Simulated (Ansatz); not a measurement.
# V2CO2 monolayer: from the cell to its phonons, part 2 of 3

Wanted: phonon frequencies of V2CO2 monolayer and what follows from them.

Ansatz 0.2.0; DFT PBEsol, scalar-relativistic, plane waves, PAW; PAW set soft_1.

So far: Set-up; Bringing the structure to rest.

## 3. Relaxing to small forces for the phonons

Phonons need a cell at rest on their own settings, so the relaxation is repeated with tight tolerances on forces and stress on the k mesh and occupations of the first response run.

The input, input.yaml:

```yaml
crystal:
  lattice:
    - [2.8645634507, 0.0, 0.0]
    - [-1.4322817254, 2.4807847191, 0.0]
    - [0.0, 0.0, 32.6]
  atoms:
    - { symbol: C, position: [0.0, 0.0, 0.3067484663] }
    - { symbol: V, position: [0.3333333333, 0.6666666667, 0.3428942423] }
    - { symbol: V, position: [0.6666666667, 0.3333333333, 0.2706026902] }
    - { symbol: O, position: [0.6666666667, 0.3333333333, 0.3739404129] }
    - { symbol: O, position: [0.3333333333, 0.6666666667, 0.2395565196] }
  periodic: [true, true, false]
kpoints:
  mp_grid: { grid: [18, 18, 1] }
hamiltonian:
  xc: pbesol
  pseudopotentials: { kind: paw, azcp: { folder: soft_1 }, xc_functional: pbe }
scf:
  occupations: { method: methfessel_paxton, width: 0.2 }
output:
  forces: true
  stress: true
  eigenvalues: true
  write_density: true
  write_potential: true
  elf: true
  volumetric_format: npy
relax:
  adjacent_minimum: "off"
  f_tol: 0.001
  max_steps: 60
  cell: { stress_2d_tol: 0.002 }
```

Command:

```console
> ansatz run input.yaml --threads 4 --pin off --max-ram 16384MiB --backend cpu --events-out ev --progress --plain --runs-dir out
```

Numbers of over 12 decimals in the logs are rounded to 6 here.

Output:

```text
[...]
Crystal: 5 atoms, lattice volume = 231.668 Å³
Basis set: ecut = 420 eV, 4513 PW (Γ), exchange–correlation on 40×40×450 points (8 copies of the dense FFT grid, shifted against one another)
Bands: 26, of which v1, the nominal top of the filled ones, is band 21 counted from 1 (20 counted from 0)
Symmetry: 12 space group operations
[...]
k-points: 37 of 324
[...]
cell:  # Å, volume = 231.6754 Å³
    - [2.864612, 2.8867900313009033e-11, 0]
    - [-1.432306, 2.480827, 0]
    - [0, 0, 32.6]
  atoms:
    - { symbol: C, position: [0, 0, 0.30674846626] }
    - { symbol: V, position: [0.333333, 0.666667, 0.342889] }
    - { symbol: V, position: [0.666667, 0.333333, 0.270608] }
    - { symbol: O, position: [0.666667, 0.333333, 0.373931] }
    - { symbol: O, position: [0.333333, 0.666667, 0.239565] }
[key lines of the parts left out:]
SCF converged after 8 iterations
Free energy (F): -7141.516524 eV
Fermi energy:    -6.589468 eV
P = ½ c Tr σ = 0.0001 N/m
```

Run time: 30 s. Hardware: 4 threads of Arm Neoverse V1, shared host; peak memory 0.66 GiB; 1.9 min of CPU time.

Little changed from the start: no atom moved by 0.005 Å and no cell edge by 0.1 %.

Valence density in the ac plane at fractional y = 0.333, with atoms of V and O within 0.2 Å of it. It is the smooth field of the valence electrons, not physical close to the nuclei.

Ten steps, logarithmic in the rise over the least value, from '0' (0.00 × 1e0 e/Å³) to '9' (9.97 × 1e0 e/Å³), each cell a mean:
```
000000000000000
000000000000000
000000000000000
000000000000000
000000000000000
000000000000000
000000000000000
000000000000000
000000000000000
000000000000000
000000000000000
000000000000000
000000000000000
000000000000000
211112346777643
334433345666543
344443333444333
333333478999874
223322211222112
000000000000000
000000000000000
000000000000000
000000000000000
000000000000000
```
Columns run along a (2.9 Å), rows up along c (32.6 Å). Atoms in or near the plane, at fractional coordinates: V at (0.67, 0.27), O at (0.67, 0.37).

Electrostatic potential energy in the ac plane at fractional y = 0.333, with atoms of V and O within 0.2 Å of it. With pseudopotentials it is smooth inside the atoms' cores, unlike the true potential.

Values in eV, 24 rows by 15 columns, each cell a mean:
```
  0   0   0   0   0   0   0   0   0   0   0   0   0   0   0
  0   0   0   0   0   0   0   0   0   0   0   0   0   0   0
  0   0   0   0   0   0   0   0   0   0   0   0   0   0   0
  0   0   0   0   0   0   0   0   0   0   0   0   0   0   0
  0   0   0   0   0   0   0   0   0   0   0   0   0   0   0
  0   0   0   0   0   0   0   0   0   0   0   0   0   0   0
  0   0   0   0   0   0   0   0   0   0   0   0   0   0   0
  0   0   0   0   0   0   0   0   0   0   0   0   0   0   0
  0   0   0   0   0   0   0   0   0   0   0   0   0   0   0
  0   0   0   0   0   0   0   0   0   0   0   0   0   0   0
  0   0   0   0   0   0   0   0   0   0   0   0   0   0   0
  0   0   0   0   0   0   0   0   0   0   0   0   0   0   0
  0   0   0   0   0   0   0   0   0   0   0   0   0   0   0
  0   0   0   0   0   0   0   0   0   0   0   0   0   0   0
 -2  -2  -2  -2  -2  -2  -4 -12 -17 -19 -20 -19 -17 -12  -4
-14 -19 -22 -22 -19 -15 -11 -15 -18 -19 -20 -19 -18 -15 -11
-10 -12 -13 -13 -12 -10 -10 -11 -13 -14 -15 -14 -13 -11 -10
-15 -10  -8  -8 -10 -15 -28 -33 -35 -35 -35 -35 -35 -33 -28
 -3  -3  -3  -3  -3  -3  -4  -5  -7  -8  -8  -8  -6  -5  -4
  0   0   0   0   0   0   0   0   0   0   0   0   0   0   0
  0   0   0   0   0   0   0   0   0   0   0   0   0   0   0
  0   0   0   0   0   0   0   0   0   0   0   0   0   0   0
  0   0   0   0   0   0   0   0   0   0   0   0   0   0   0
  0   0   0   0   0   0   0   0   0   0   0   0   0   0   0
```
Columns run along a (2.9 Å; values clipped at the 3rd and 97th percentile), rows up along c (32.6 Å). Atoms in or near the plane, at fractional coordinates: V at (0.67, 0.27), O at (0.67, 0.37).

ELF in the ac plane at fractional y = 0.333, with atoms of V and O within 0.2 Å of it. It is the smooth field of the valence electrons, not physical close to the nuclei.

Values, 24 rows by 15 columns, each cell a mean:
```
0.00 0.00 0.00 0.00 0.00 0.00 0.00 0.00 0.00 0.00 0.00 0.00 0.00 0.00 0.00
0.00 0.00 0.00 0.00 0.00 0.00 0.00 0.00 0.00 0.00 0.00 0.00 0.00 0.00 0.00
0.00 0.00 0.00 0.00 0.00 0.00 0.00 0.00 0.00 0.00 0.00 0.00 0.00 0.00 0.00
0.00 0.00 0.00 0.00 0.00 0.00 0.00 0.00 0.00 0.00 0.00 0.00 0.00 0.00 0.00
0.00 0.00 0.00 0.00 0.00 0.00 0.00 0.00 0.00 0.00 0.00 0.00 0.00 0.00 0.00
0.00 0.00 0.00 0.00 0.00 0.00 0.00 0.00 0.00 0.00 0.00 0.00 0.00 0.00 0.00
0.00 0.00 0.00 0.00 0.00 0.00 0.00 0.00 0.00 0.00 0.00 0.00 0.00 0.00 0.00
0.00 0.00 0.00 0.00 0.00 0.00 0.00 0.00 0.00 0.00 0.00 0.00 0.00 0.00 0.00
0.00 0.00 0.00 0.00 0.00 0.00 0.00 0.00 0.00 0.00 0.00 0.00 0.00 0.00 0.00
0.00 0.00 0.00 0.00 0.00 0.00 0.00 0.00 0.00 0.00 0.00 0.00 0.00 0.00 0.00
0.00 0.00 0.00 0.00 0.00 0.00 0.00 0.00 0.00 0.00 0.00 0.00 0.00 0.00 0.00
0.00 0.00 0.00 0.00 0.00 0.00 0.00 0.00 0.00 0.00 0.00 0.00 0.00 0.00 0.00
0.00 0.00 0.00 0.00 0.00 0.00 0.00 0.00 0.00 0.00 0.00 0.00 0.00 0.00 0.00
0.01 0.00 0.00 0.00 0.00 0.01 0.03 0.06 0.09 0.11 0.11 0.11 0.09 0.06 0.03
0.37 0.13 0.04 0.04 0.13 0.37 0.59 0.69 0.73 0.69 0.66 0.69 0.73 0.69 0.59
0.20 0.15 0.16 0.16 0.15 0.20 0.32 0.44 0.51 0.49 0.47 0.49 0.51 0.44 0.32
0.47 0.54 0.57 0.57 0.54 0.47 0.37 0.27 0.21 0.18 0.18 0.18 0.21 0.27 0.37
0.17 0.27 0.37 0.37 0.27 0.17 0.24 0.45 0.61 0.66 0.66 0.66 0.61 0.45 0.24
0.41 0.53 0.58 0.58 0.53 0.41 0.25 0.12 0.07 0.07 0.07 0.07 0.07 0.12 0.25
0.02 0.04 0.05 0.05 0.04 0.02 0.01 0.01 0.00 0.00 0.00 0.00 0.00 0.01 0.01
0.00 0.00 0.00 0.00 0.00 0.00 0.00 0.00 0.00 0.00 0.00 0.00 0.00 0.00 0.00
0.00 0.00 0.00 0.00 0.00 0.00 0.00 0.00 0.00 0.00 0.00 0.00 0.00 0.00 0.00
0.00 0.00 0.00 0.00 0.00 0.00 0.00 0.00 0.00 0.00 0.00 0.00 0.00 0.00 0.00
0.00 0.00 0.00 0.00 0.00 0.00 0.00 0.00 0.00 0.00 0.00 0.00 0.00 0.00 0.00
```
Columns run along a (2.9 Å), rows up along c (32.6 Å). Atoms in or near the plane, at fractional coordinates: V at (0.67, 0.27), O at (0.67, 0.37).

The largest force component left is 0.055 meV/Å, within the tolerances set.

## 4. Modes at Γ

The zone centre comes first: it holds the modes that light can see, as far as symmetry allows. No field response is asked, since the mesh shows no gap.

input.yaml, the sections that differ from step 3:

```yaml
crystal:
  lattice:
    - [2.8646122498, 0.0, 0.0]
    - [-1.4323061249, 2.4808269803, 0.0]
    - [0.0, 0.0, 32.6]
  atoms:
    - { symbol: C, position: [0.0, 0.0, 0.3067484663] }
    - { symbol: V, position: [0.3333333333, 0.6666666667, 0.3428885828] }
    - { symbol: V, position: [0.6666666667, 0.3333333333, 0.2706083498] }
    - { symbol: O, position: [0.6666666667, 0.3333333333, 0.3739314977] }
    - { symbol: O, position: [0.3333333333, 0.6666666667, 0.2395654348] }
  periodic: [true, true, false]
output:
  eigenvalues: true
phonons:
  method: dfpt
# kpoints, hamiltonian, scf: as in step 3
# relax: removed
```

Output:

```text
Warning: crystal.symmetry: narrowed to the stabiliser of the run's FFT grids — unitary ops 12 → 6. A phonons.method: dfpt run fills in the rows of the dynamical matrix that it does not solve by its symmetry operations, which is exact only for operations that map its FFT grids onto themselves: filled in by any other, the frequencies could depend on the order in which like atoms are typed, or, by more than the grids' own error, on where the crystal sits among the grids' points. Excluded: 6 operations. The run can therefore solve more perturbations, solve them on more k-points, or both, and cost more. [rest of the remark cut]
[...]
Crystal: 5 atoms, lattice volume = 231.675 Å³
Basis set: ecut = 420 eV, 4513 PW (Γ), exchange–correlation on 40×40×450 points (8 copies of the dense FFT grid, shifted against one another)
Bands: 26, of which v1, the nominal top of the filled ones, is band 21 counted from 1 (20 counted from 0)
Symmetry: 12 space group operations
k-points: 91 of 324 (irreducible under 2 space group operations, time reversal used)
[...]
SCF iter   1: F=—  HF=-7147.582325 eV  |F-HF|=—  |Δ(HF+E_count)|=         —  Δρ=1.04e-1  dr2=2.83e1  ethr=3.10e-3  ⟨swp⟩=9.0  Hψ=16601  notcnv=0
[...]
SCF iter  12: F=-7141.516524 eV  HF=-7141.516524 eV  |F-HF|=8.82e-11  |Δ(HF+E_count)|=   1.15e-8  S|Δr|=    0.00e0  Δρ=1.06e-7  dr2=8.21e-12  ethr=1.00e-12  ⟨swp⟩=14.6  Hψ=24531  notcnv=0
SCF 1 converged in 12 iterations: F = -7141.516524 eV  dr2 = 8.21e-12
[...]
DFPT response loops at Γ: preconditioner auto → none (partly filled bands, converged f_vac=0.780); β = 0.50; Broyden in place of MSR1
SCF converged after 12 iterations
[...]
Free energy (F): -7141.516524 eV
[...]
Internal energy: -7141.519351 eV  (E = F + TS)
E sigma→0 (E₀):  -7141.517231 eV
Entropy (-TS):   0.002827 eV (0.565 meV/atom)
Fermi energy:    -6.589471 eV
[...]
--- Band table (eV; the first three rows and the last of 91) ---
  k-point 0: bands = [... 17 lower, -8.1718, -7.4425, -7.4425, -7.3458, -7.3458, -6.2460, -6.2224, -6.2224, ... 1 higher]
  k-point 1: bands = [... 17 lower, -8.1045, -8.0269, -7.9146, -7.0408, -6.9042, -6.2822, -6.1868, -6.0529, ... 1 higher]
  k-point 2: bands = [... 17 lower, -8.8281, -8.3950, -8.0085, -7.0475, -6.5957, -6.1251, -5.9889, -5.8084, ... 1 higher]
  k-point 90: bands = [... 17 lower, -10.4473, -10.1671, -9.7533, -6.7264, -5.9612, -5.7998, -5.3074, -4.9395, ... 1 higher]
--- Phonons (Γ-DFPT): 10 representative perturbations + reference, on 91 of 324 k-points (Σ response iterations 55) ---
  ASR residual: 1.480e-4 → 0.000e0 eV/Å²; symmetrization residual: 8.519e-6 eV/Å²
  The last average, over the group as it would stand without the narrowing to the FFT grids, took up to 1.601e-6 eV/Å² of the zone centre's force constants
  ASR residual per site (eV/Å²): 4.57e-5 1.48e-4 1.46e-4 1.95e-5 2.08e-5
  Γ frequencies (cm⁻¹): 0.00 0.00 0.00 105.52 105.52 299.89 324.61 324.61 368.25 368.25 596.89 599.96 655.10 655.10 760.48
  non-analytic LO–TO correction: not included (Born effective charges unavailable; polar crystals: no LO–TO splitting at Γ)
```

Wall time 4 min (4 threads); peak memory 2.1 GiB; 16 min of CPU time.

Numbers from this step:

```yaml
sum_rule_residual_before_enforcement: 1.48e-4 eV/Å²
point_group: -3m
highest_optical_mode_at_the_zone_centre_no_lo_to_term: 760.5 cm⁻¹
lowest_optical_zone_centre_mode: 105.5 cm⁻¹
```

Patterns of degenerate modes are one choice out of their space. Modes at Γ, with each element's share of the kinetic energy:

| mode | frequency (cm⁻¹) | symmetry | C % | V % | O % |
| --- | --- | --- | --- | --- | --- |
| 1 | 0.0 | acoustic | 8 | 70 | 22 |
| 2 | 0.0 | acoustic | 8 | 70 | 22 |
| 3 | 0.0 | acoustic | 8 | 70 | 22 |
| 4 | 105.5 | Eg | 0 | 100 | 0 |
| 5 | 105.5 | Eg | 0 | 100 | 0 |
| 6 | 299.9 | A1g | 0 | 75 | 25 |
| 7 | 324.6 | Eg | 0 | 0 | 100 |
| 8 | 324.6 | Eg | 0 | 0 | 100 |
| 9 | 368.2 | Eu | 0 | 25 | 75 |
| 10 | 368.2 | Eu | 0 | 25 | 75 |
| 11 | 596.9 | A1g | 0 | 25 | 75 |
| 12 | 600.0 | A2u | 0 | 24 | 76 |
| 13 | 655.1 | Eu | 92 | 5 | 3 |
| 14 | 655.1 | Eu | 92 | 5 | 3 |
| 15 | 760.5 | A2u | 92 | 7 | 2 |

Displacements in mode 5 (105.5 cm⁻¹), the largest set to 1:
```
C1   0.00  0.00  0.00
V2  -1.00 -0.10  0.00
V3   1.00  0.10  0.00
O4  -0.04  0.00  0.00
O5   0.04  0.00  0.00
```

Displacements in mode 8 (324.6 cm⁻¹), the largest set to 1:
```
C1   0.00  0.00  0.00
V2   0.00  0.01  0.00
V3   0.00 -0.01  0.00
O4   0.02 -1.00  0.00
O5  -0.02  1.00  0.00
```

Before it was imposed, the acoustic sum rule was missed by 1.5e-4 eV/Å². Small misses are needed for a sound result but don't prove that mesh and cutoff are converged. The lowest optical mode is real, 106 cm⁻¹.

[end of part 2 of 3]

[Logs are printed without paths, hosts, clocks, repeated set-up lines and the standing remarks that a program may print on its own settings, such as how far it seeks lower states.]

[Hosts, paths, dates, database ids (printed as entryN), source tags and the programs' standing remarks are cut or masked in the printed files.]
